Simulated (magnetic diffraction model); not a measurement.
# FeBi3S9: the ordered moment from one line

Space group Cc (no. 9), a = 12.4500 Å, b = 6.3420 Å, c = 16.1110 Å, β = 94.65°.

| site | atom | x | y | z |
| --- | --- | --- | --- | --- |
| 4a | Bi | 0.1262 | 0.4868 | 0.8346 |
| 4a | Bi | 0.4757 | 0.5110 | 0.5080 |
| 4a | Bi | 0.3076 | 0.9922 | 0.1833 |
| 4a | Fe | 0.2132 | 0.4941 | 0.0703 |
| 4a | S | 0.3277 | 0.2091 | 0.0519 |
| 4a | S | 0.1763 | 0.6663 | 0.6942 |
| 4a | S | 0.0201 | 0.1944 | 0.3690 |
| 4a | S | 0.0794 | 0.3482 | 0.9878 |
| 4a | S | 0.3775 | 0.3569 | 0.6305 |
| 4a | S | 0.2316 | 0.8487 | 0.3158 |
| 4a | S | 0.4615 | 0.8354 | 0.7682 |
| 4a | S | 0.2825 | 0.3767 | 0.4418 |
| 4a | S | 0.1334 | 0.7995 | 0.0953 |

The compound is invented for this exercise: a known structure type with other elements, its cell scaled to their sizes and not relaxed.

Only Fe is taken to order (form factors of Fe3+); orders and moment sizes are assumed, and not adapted to the symmetry. Radiation: neutrons of λ = 2.0775 Å, 3° to 30°; isotropic B of 0.21 Å² (Bi), 0.34 Å² (Fe) and 0.28 Å² (S). Simulated constant-wavelength pattern: nuclear and magnetic terms add, the magnetic one as |2.695 fm × Σ f S⊥ exp(2πi Q·r) exp(−B s²)|², summed over all Q at one angle with the factor 1/(sin²θ cos θ). For collinear order S is the moment m, which repeats by lattice and centring translations R with the sign exp(−2πi k·R). Free-ion form factors, Sears's scattering lengths of 1992, no absorption; a label names one of the reflections at its angle. The strongest nuclear line in the range is 100, and lines under 0.2 are left out.

In a first state the assumed order is k = (0 0 1/2), collinear moments along [001], 4.15 μB on Fe; signs + at (0.2132, 0.4941, 0.0703), − at (0.2132, 0.5059, 0.5703), with this pattern:

```
2θ (°)       index  nuclear  magnetic
  3.71   (0 0 1/2)      0.0       2.2
 11.14   (0 0 3/2)      0.0       0.2
 14.87     (0 0 2)     33.0       0.0
 19.28     (2 0 0)     22.7       0.0
 19.33  (2 0 -1/2)      0.0      10.8
 19.93   (2 0 1/2)      0.0      10.2
 21.20     (1 1 0)     40.0       0.0
 21.39  (1 1 -1/2)      0.0      17.5
 21.51  (2 0 -3/2)      0.0       6.5
 21.66   (1 1 1/2)      0.0      17.0
 22.22    (1 1 -1)      0.9       0.0
 23.10   (2 0 3/2)      0.0       5.8
 23.44    (2 0 -2)     21.8       0.0
 23.63  (1 1 -3/2)      0.0      11.2
 24.37   (1 1 3/2)      0.0      10.6
 25.39     (2 0 2)     46.1       0.0
```
(The table stops after 16 lines; 7 more lie at higher angle.)

**Question.** Nearer the ordering temperature the line at 21.39° has total intensity 4.4 on the same scale, and all moments have shrunk alike. How large is the Fe moment?

The nuclear part, 0.0, stays, so the magnetic part is 4.4 against 17.5. It goes as m², so m = 4.15 × √(4.4/17.5) = 2.08 μB; the value used was 2.08 μB.

[Logs are printed without paths, hosts, clocks, repeated set-up lines and the standing remarks that a program may print on its own settings, such as how far it seeks lower states.]
